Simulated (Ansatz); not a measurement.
# Phonons of GeRu3N (Ru3GeN antiperovskite)

The plan: relax GeRu3N (Ru3GeN antiperovskite), check its phonons, and, if the lattice is stable, compute its Eliashberg function and ρ(T).

Method: DFT PBE, scalar-relativistic, plane waves, PAW, in Ansatz 0.2.0.

Report form: the programs' logs are mostly left out.

The structure was built from a prototype and need not be the compound's stable phase.

**1. The starting structure**

Symmetry: Pm-3m, No. 221, cubic system. The conventional cell has a = 4.064 Å, b = 4.064 Å, c = 4.064 Å, α = 90.00°, β = 90.00°, γ = 90.00°. Nearest to Ge lie 12 Ru at 2.87 Å. Nearest to Ru lie 2 N at 2.03 Å. Nearest to N lie 6 Ru at 2.03 Å. Farther neighbours and most contacts between anions are not listed.

**2. Relaxing cell and atoms**

Lattice constant and positions set the bands and the force constants, so the cell is relaxed first.

input.yaml reads:

```yaml
crystal:
  lattice:
    - [4.06359, 0.0, 0.0]
    - [0.0, 4.06359, 0.0]
    - [0.0, 0.0, 4.06359]
  atoms:
    - { symbol: Ge, position: [0.0, 0.0, 0.0] }
    - { symbol: Ru, position: [0.5, 0.5, 0.0] }
    - { symbol: Ru, position: [0.5, 0.0, 0.5] }
    - { symbol: Ru, position: [0.0, 0.5, 0.5] }
    - { symbol: "N", position: [0.5, 0.5, 0.5] }
kpoints:
  mp_grid: { grid: [6, 6, 6] }
hamiltonian:
  xc: pbe
scf:
  occupations: { method: gaussian, width: 0.1 }
output:
  forces: true
  stress: true
  eigenvalues: true
relax:
  adjacent_minimum: "off"
  f_tol: 0.005
  max_steps: 80
  cell: { stress_tol: 0.05 }
```

Started as:

```console
> ansatz run input.yaml --threads 4 --pin off --max-ram 16384MiB --backend cpu --events-out ev --progress --plain --runs-dir out
```

Elapsed: 9.5 s, on 4 threads of Arm Neoverse V1, shared host; peak memory 0.42 GiB; 18 s of CPU time.

This run has no spin polarisation although its electron count is odd.

Step by step:

```csv
step,energy less that of the first step (eV),largest force component (eV/Å),pressure (GPa),volume (Å³)
1,0.0000,0.0000,-7.59,67.10
2,-0.0531,0.0000,2.53,64.23
3,-0.0572,0.0000,-0.16,64.92
4,-0.0573,0.0000,0.00,64.88
5*,-0.0546,0.0000,-0.04,64.88
```

Relaxation steps marked * repeat the geometry before them on a plane-wave basis chosen anew for their cell, so energy and pressure can jump there.

Forces are held to the 48 operations that the run works with; a distortion that breaks them can't arise in this run.

```csv
"conventional cell, symmetrised",before,after,change
a (Å),4.064,4.018,-1.1 %
b (Å),4.064,4.018,-1.1 %
c (Å),4.064,4.018,-1.1 %
volume (Å³/atom),13.42,12.98,-3.3 %
```

Final coordinates:

```cif
data_structure
_symmetry_space_group_name_H-M 'P 1'
_symmetry_Int_Tables_number 1
_cell_length_a 4.0183
_cell_length_b 4.0183
_cell_length_c 4.0183
_cell_angle_alpha 90.000
_cell_angle_beta 90.000
_cell_angle_gamma 90.000
_cell_volume 64.88
loop_
_atom_site_label
_atom_site_type_symbol
_atom_site_fract_x
_atom_site_fract_y
_atom_site_fract_z
_atom_site_occupancy
Ge1 Ge 0.00000 0.00000 0.00000 1
Ru2 Ru 0.50000 0.50000 0.00000 1
Ru3 Ru 0.50000 0.00000 0.50000 1
Ru4 Ru 0.00000 0.50000 0.50000 1
N5 N 0.50000 0.50000 0.50000 1
```

Numbers from this step:

```
pressure          : -0.03537 GPa
volume per atom   : 12.98 Å³
metallic on mesh  : yes
gap on the k-mesh : 0 eV
```

The largest force is now zero by symmetry and the largest stress component 0.035 GPa, small enough for phonons.

**3. Lattice stability: q 2×2×2, k 4×4×4**

Couplings are defined for a stable lattice alone, so phonons come first.

input.yaml reads:

```yaml
crystal:
  lattice:
    - [4.0182811053, 0.0, 0.0]
    - [0.0, 4.0182811053, 0.0]
    - [0.0, 0.0, 4.0182811053]
  atoms:
    - { symbol: Ge, position: [0.0, 0.0, 0.0] }
    - { symbol: Ru, position: [0.5, 0.5, 0.0] }
    - { symbol: Ru, position: [0.5, 0.0, 0.5] }
    - { symbol: Ru, position: [0.0, 0.5, 0.5] }
    - { symbol: "N", position: [0.5, 0.5, 0.5] }
kpoints:
  mp_grid: { grid: [4, 4, 4] }
hamiltonian:
  xc: pbe
scf:
  occupations: { method: methfessel_paxton, width: 0.2 }
output:
  eigenvalues: true
phonons:
  method: dfpt
  qmesh: [2, 2, 2]
  temperatures: { t_max: 1000, t_step: 50 }
  qpath:
    path:
      - [[0.0, 0.0, 0.0], [0.0, 0.5, 0.0], [0.5, 0.5, 0.0], [0.0, 0.0, 0.0], [0.5, 0.5, 0.5], [0.0, 0.5, 0.0]]
      - [[0.5, 0.5, 0.5], [0.5, 0.5, 0.0]]
    npoints: 10
```

Run time: 94 s. Hardware: 4 threads; peak memory 0.6 GiB.

Numbers from this step:

| Item | Value |
| --- | --- |
| share of imaginary modes in the plain interpolation between solved wavevectors | 0.1506 |
| highest frequency, solved or plainly interpolated | 697.3 cm⁻¹ |

Solved on the 2×2×2 mesh alone; all other wavevectors are interpolated. Phonon branches along the path, in cm⁻¹:

| point | branch 1 | branch 2 | branch 3 | branch 4 | branch 12 | branch 13 | branch 14 | branch 15 |
| --- | --- | --- | --- | --- | --- | --- | --- | --- |
| Γ | 0 | 0 | 0 | 62 | 158 | 424 | 424 | 424 |
| halfway | 42 | 48 | 48 | 64 | 226 | 412 | 412 | 568 |
| X | -19 | 44 | 62 | 62 | 266 | 399 | 399 | 690 |
| halfway | -98 | 28 | 28 | 29 | 272 | 405 | 561 | 692 |
| M | -120 | -53 | -53 | 29 | 288 | 412 | 693 | 693 |
| halfway | -74 | 46 | 49 | 53 | 242 | 409 | 564 | 564 |
| Γ | 0 | 0 | 0 | 62 | 158 | 424 | 424 | 424 |
| halfway | -72 | -66 | -66 | 81 | 263 | 564 | 564 | 565 |
| R | -114 | -114 | -114 | -43 | 333 | 697 | 697 | 697 |
| halfway | -96 | -93 | -62 | 42 | 289 | 564 | 565 | 694 |
| X | -19 | 44 | 62 | 62 | 266 | 399 | 399 | 690 |
| jump to R | -114 | -114 | -114 | -43 | 333 | 697 | 697 | 697 |
| halfway | -117 | -91 | -91 | -13 | 310 | 568 | 695 | 695 |
| M | -120 | -53 | -53 | 29 | 288 | 412 | 693 | 693 |

Lowest modes at the softest wavevector of the mesh. The modes at q = (0.000, 0.500, 0.500) (shares of kinetic energy by element, %) (negative means imaginary):

```csv
mode,frequency (cm⁻¹),Ge %,Ru %,N %
1,-120.4,0,100,0
2,-53.1,0,100,0
3,-53.1,0,100,0
4,28.8,0,100,0
5,28.8,0,100,0
6,110.6,100,0,0
```

Displacements in mode 1 (-120.4 cm⁻¹), the largest set to 1, in the home cell:
```
Ge1  0.00  0.00  0.00
Ru2  0.00 -1.00  0.00
Ru3  0.00  0.00  1.00
Ru4  0.00  0.00  0.00
N5   0.00  0.00  0.00
```

Displacements in mode 2 (-53.1 cm⁻¹), the largest set to 1, in the home cell:
```
Ge1  0.00  0.00  0.00
Ru2 -0.96  0.00  0.00
Ru3  1.00  0.00  0.00
Ru4  0.00  0.00  0.00
N5   0.00  0.00  0.00
```

Among the solved wavevectors the lowest mode, translations apart, is -120 cm⁻¹, imaginary.

**4. Lattice stability: q 2×2×2, k 6×6×6**

An imaginary mode on so few k-points may come from the sampling, so the phonons are repeated with another k mesh.

input.yaml, as its differences from that of step 3:

```diff
@@ -12,3 +12,3 @@
 kpoints:
-  mp_grid: { grid: [4, 4, 4] }
+  mp_grid: { grid: [6, 6, 6] }
 hamiltonian:
```

The mesh is denser.

Elapsed: 2.7 min, on 4 threads; peak memory 0.83 GiB.

Numbers from this step:

```
share of imaginary modes in the plain interpolation between solved wavevectors : 0.2389
highest frequency, solved or plainly interpolated                              : 699.1 cm⁻¹
```

Solved on the 2×2×2 mesh alone; all other wavevectors are interpolated. Phonon branches along the path, in cm⁻¹:

```
    point  branch 1  branch 2  branch 3  branch 4  branch 12  branch 13  branch 14  branch 15
        Γ         0         0         0        44        115        355        355        355
  halfway         9         9        20        34        223        333        333        538
        X       -33       -29       -29        22        256        310        310        691
  halfway       -96       -40       -34       -12        273        298        532        695
        M      -125       -69       -38       -38        287        293        699        699
  halfway       -71       -20        20        30        246        316        534        535
        Γ         0         0         0        44        115        355        355        355
  halfway       -71       -71       -71        28        267        532        532        533
        R      -123      -123      -123       -55        331        699        699        699
  halfway       -97       -96       -71       -34        290        530        531        697
        X       -33       -29       -29        22        256        310        310        691
jump to R      -123      -123      -123       -55        331        699        699        699
  halfway      -124       -96       -96       -62        311        530        699        699
        M      -125       -69       -38       -38        287        293        699        699
```

Lowest modes at the softest wavevector of the mesh. The modes at q = (0.500, 0.500, 0.000) (shares of kinetic energy by element, %) (negative means imaginary):

```
mode  frequency (cm⁻¹)  Ge %  Ru %  N %
   1            -125.4     0   100    0
   2             -68.6     0   100    0
   3             -38.4     0   100    0
   4             -38.4     0   100    0
   5             -17.4     1    99    0
   6             -17.4     1    99    0
```

Displacements in mode 1 (-125.4 cm⁻¹), the largest set to 1, in the home cell:
```
Ge1  0.00  0.00  0.00
Ru2  0.00  0.00  0.00
Ru3  1.00  0.00  0.00
Ru4  0.00 -1.00  0.00
N5   0.00  0.00  0.00
```

Displacements in mode 3 (-38.4 cm⁻¹), the largest set to 1, in the home cell (x, y, z of the real part, then of the imaginary part):
```
Ge1  0.00  0.00  0.00  0.00  0.00  0.00
Ru2  0.00  0.00  0.00  0.00  0.00  0.00
Ru3  0.00  0.00  0.16  0.00  0.00  0.05
Ru4  0.00  0.00 -1.00  0.00  0.00  0.01
N5   0.00  0.00  0.00  0.00  0.00  0.00
```

The modes has structure finer than the step of the table below, so its rows give means over 25 cm⁻¹, whole bins alone (the curve runs from -134 to 727 cm⁻¹). Peaks (cm⁻¹: height): Ge 98.5: 0.0968; N 326.0: 0.00987, 385.6: 0.0133, 472.2: 0.0198, 553.4: 0.0241, 618.4: 0.0251, 667.2: 0.0244, 694.2: 0.0243; Ru -47.7: 0.0467, 39.0: 0.0730, 212.3: 0.0435.

Phonopy on the run's constants, 15x15x15 mesh, Gaussian sigma 6.2 cm⁻¹. Modes against wavenumber; means over each step; values in 1/cm⁻¹/cell:

| wavenumber (cm⁻¹) | Ge | N | Ru |
| --- | --- | --- | --- |
| -100 | 3.0e-5 | 0 | 0.0218 |
| -75 | 9.6e-5 | 0 | 0.0267 |
| -50 | 2.7e-4 | 0 | 0.0424 |
| -25 | 3.1e-4 | 0 | 0.0353 |
| 0 | 1.2e-4 | 7.0e-6 | 0.0157 |
| 25 | 3.3e-4 | 3.1e-5 | 0.0541 |
| 50 | 0.00138 | 1.1e-4 | 0.0330 |
| 75 | 0.0148 | 2.2e-4 | 8.2e-4 |
| 100 | 0.0753 | 2.2e-4 | 0.00106 |
| 125 | 0.0245 | 0.00107 | 0.00238 |
| 150 | 0.00217 | 0.00303 | 0.00865 |
| 175 | 3.7e-4 | 0.00225 | 0.0124 |
| 200 | 2.0e-4 | 0.00104 | 0.0273 |
| 225 | 3.6e-5 | 2.3e-4 | 0.0264 |
| 250 | 3.0e-7 | 1.8e-4 | 0.00993 |
| 275 | 4.0e-6 | 4.2e-4 | 0.0134 |
| 300 | 5.6e-7 | 0.00331 | 0.00964 |
| 325 | 1.5e-5 | 0.00866 | 0.00494 |
| 350 | 1.3e-5 | 0.00475 | 0.00173 |
| 375 | 1.8e-5 | 0.00630 | 7.6e-4 |
| 400 | 2.6e-5 | 0.00821 | 9.4e-4 |
| 425 | 1.1e-6 | 8.4e-4 | 1.3e-4 |
| 450 | 3.7e-6 | 0.00207 | 5.1e-5 |
| 475 | 3.3e-5 | 0.0129 | 4.2e-4 |
| 500 | 2.0e-7 | 4.9e-4 | 2.3e-5 |
| 525 | 1.2e-7 | 2.9e-4 | 2.8e-6 |
| 550 | 3.0e-5 | 0.0145 | 1.5e-4 |
| 575 | 2.5e-6 | 0.00108 | 1.3e-5 |
| 600 | 4.0e-6 | 0.00226 | 7.0e-6 |
| 625 | 2.0e-5 | 0.0136 | 4.7e-5 |
| 650 | 5.1e-6 | 0.00333 | 5.1e-6 |
| 675 | 2.0e-5 | 0.0159 | 1.4e-5 |
| 700 | 1.6e-5 | 0.0128 | 0 |

No LO-TO term; unit eigenvectors of the mass-weighted matrix. Modes at Γ, with each element's share of the kinetic energy:

| mode | frequency (cm⁻¹) | symmetry | Ge % | Ru % | N % |
| --- | --- | --- | --- | --- | --- |
| 1 | 0.0 | T1u | 19 | 78 | 4 |
| 2 | 0.0 | T1u | 19 | 78 | 4 |
| 3 | 0.0 | T1u | 19 | 78 | 4 |
| 4 | 43.8 | T2u | 0 | 100 | 0 |
| 5 | 43.8 | T2u | 0 | 100 | 0 |
| 6 | 43.8 | T2u | 0 | 100 | 0 |
| 7 | 46.8 | T1u | 55 | 38 | 7 |
| 8 | 46.8 | T1u | 55 | 38 | 7 |
| 9 | 46.8 | T1u | 55 | 38 | 7 |
| 10 | 115.3 | T1u | 26 | 52 | 22 |
| 11 | 115.3 | T1u | 26 | 52 | 22 |
| 12 | 115.3 | T1u | 26 | 52 | 22 |
| 13 | 354.9 | T1u | 0 | 32 | 68 |
| 14 | 354.9 | T1u | 0 | 32 | 68 |
| 15 | 354.9 | T1u | 0 | 32 | 68 |

Displacements in mode 5 (43.8 cm⁻¹), the largest set to 1:
```
Ge1  0.00  0.00  0.00
Ru2 -1.00  0.92  0.00
Ru3  1.00  0.00  0.40
Ru4  0.00 -0.92 -0.40
N5   0.00  0.00  0.00
```

Displacements in mode 13 (354.9 cm⁻¹), the largest set to 1:
```
Ge1  0.00  0.00 -0.03
Ru2  0.00  0.00 -0.24
Ru3  0.00 -0.02  0.06
Ru4  0.00  0.00  0.06
N5   0.00  0.07  1.00
```

Among the solved wavevectors the lowest mode, translations apart, is -125 cm⁻¹, imaginary.

**5. Phonons by linear response: Fermi–Dirac smearing of 0.3 eV**

The phonons are repeated on the same meshes with a wide Fermi–Dirac smearing, to see whether the soft mode comes from sharp features of the Fermi surface.

input.yaml, as its differences from that of step 4:

```diff
@@ -16,3 +16,3 @@
 scf:
-  occupations: { method: methfessel_paxton, width: 0.2 }
+  occupations: { method: fermi_dirac, width: 0.3 }
 output:
```

Elapsed: 2.6 min, on 4 threads; peak memory 0.86 GiB; 10 min of CPU time.

Numbers from this step:

```
share of imaginary modes in the plain interpolation between solved wavevectors : 0.2036
highest frequency, solved or plainly interpolated                              : 692.7 cm⁻¹
```

Solved on the 2×2×2 mesh alone; all other wavevectors are interpolated. The phonon branches at the labelled points (cm⁻¹):

```csv
point,branch 1,branch 2,branch 3,branch 4,branch 12,branch 13,branch 14,branch 15
Γ,-31,-31,-31,0,114,383,383,383
halfway,-42,-24,-24,26,220,373,373,547
X,-52,-14,-14,23,255,362,362,689
halfway,-92,-28,-19,8,271,353,545,691
M,-115,-29,-29,-24,292,345,693,693
halfway,-74,-21,-21,18,242,363,546,546
Γ,-31,-31,-31,0,114,383,383,383
halfway,-81,-72,-72,50,263,544,544,545
R,-118,-118,-118,68,326,692,692,692
halfway,-97,-90,-77,52,288,542,543,691
X,-52,-14,-14,23,255,362,362,689
jump to R,-118,-118,-118,68,326,692,692,692
halfway,-116,-96,-96,58,308,540,692,692
M,-115,-29,-29,-24,292,345,693,693
```

Lowest modes at the softest wavevector of the mesh. The modes at q = (0.500, 0.500, 0.500) (shares of kinetic energy by element, %) (negative means imaginary):

| mode | frequency (cm⁻¹) | Ge % | Ru % | N % |
| --- | --- | --- | --- | --- |
| 1 | -118.0 | 0 | 100 | 0 |
| 2 | -118.0 | 0 | 100 | 0 |
| 3 | -118.0 | 0 | 100 | 0 |
| 4 | 67.6 | 11 | 89 | 0 |
| 5 | 67.6 | 11 | 89 | 0 |
| 6 | 67.6 | 11 | 89 | 0 |

Displacements in mode 1 (-118.0 cm⁻¹), the largest set to 1, in the home cell:
```
Ge1  0.00  0.00  0.00
Ru2  1.00 -0.35  0.00
Ru3 -0.12  0.00  0.35
Ru4  0.00  0.12 -1.00
N5   0.00  0.00  0.00
```

Displacements in mode 5 (67.6 cm⁻¹), the largest set to 1, in the home cell (x, y, z of the real part, then of the imaginary part):
```
Ge1  0.04 -0.58 -0.47  0.00 -0.08  0.09
Ru2 -0.99  0.07  0.00 -0.13  0.00  0.00
Ru3 -0.82  0.00  0.07  0.16  0.00  0.00
Ru4  0.00 -0.82 -0.99  0.00  0.16 -0.13
N5   0.00  0.00  0.00  0.00  0.00  0.00
```

Among the solved wavevectors the lowest mode, translations apart, is -118 cm⁻¹, imaginary.

**6. Results**

```yaml
phonon_run_of_the_rows_without_a_label_of_their_own: PBE, q 2×2×2, k 6×6×6
softest_mode_on_the_q_mesh: -125 cm⁻¹ at q = (0.5, 0.5, 0)
highest_frequency_solved_or_plainly_interpolated: 699 cm⁻¹
```

In words: The lattice is dynamically unstable at this level: a mode at q = (0.5, 0.5, 0) is imaginary, 125i cm⁻¹, so no harmonic coupling constant or resistivity is defined for this structure. These meshes are coarse, and single modes of a metal can move by tens of cm⁻¹ with the k mesh. The phonon runs are not spin-polarised. The structure was built by hand as an ordered model, and its stability against other phases was not tested.

[Logs are printed without paths, hosts, clocks, repeated set-up lines and the standing remarks that a program may print on its own settings, such as how far it seeks lower states.]

[Hosts, paths, dates, database ids (printed as entryN), source tags and the programs' standing remarks are cut or masked in the printed files.]
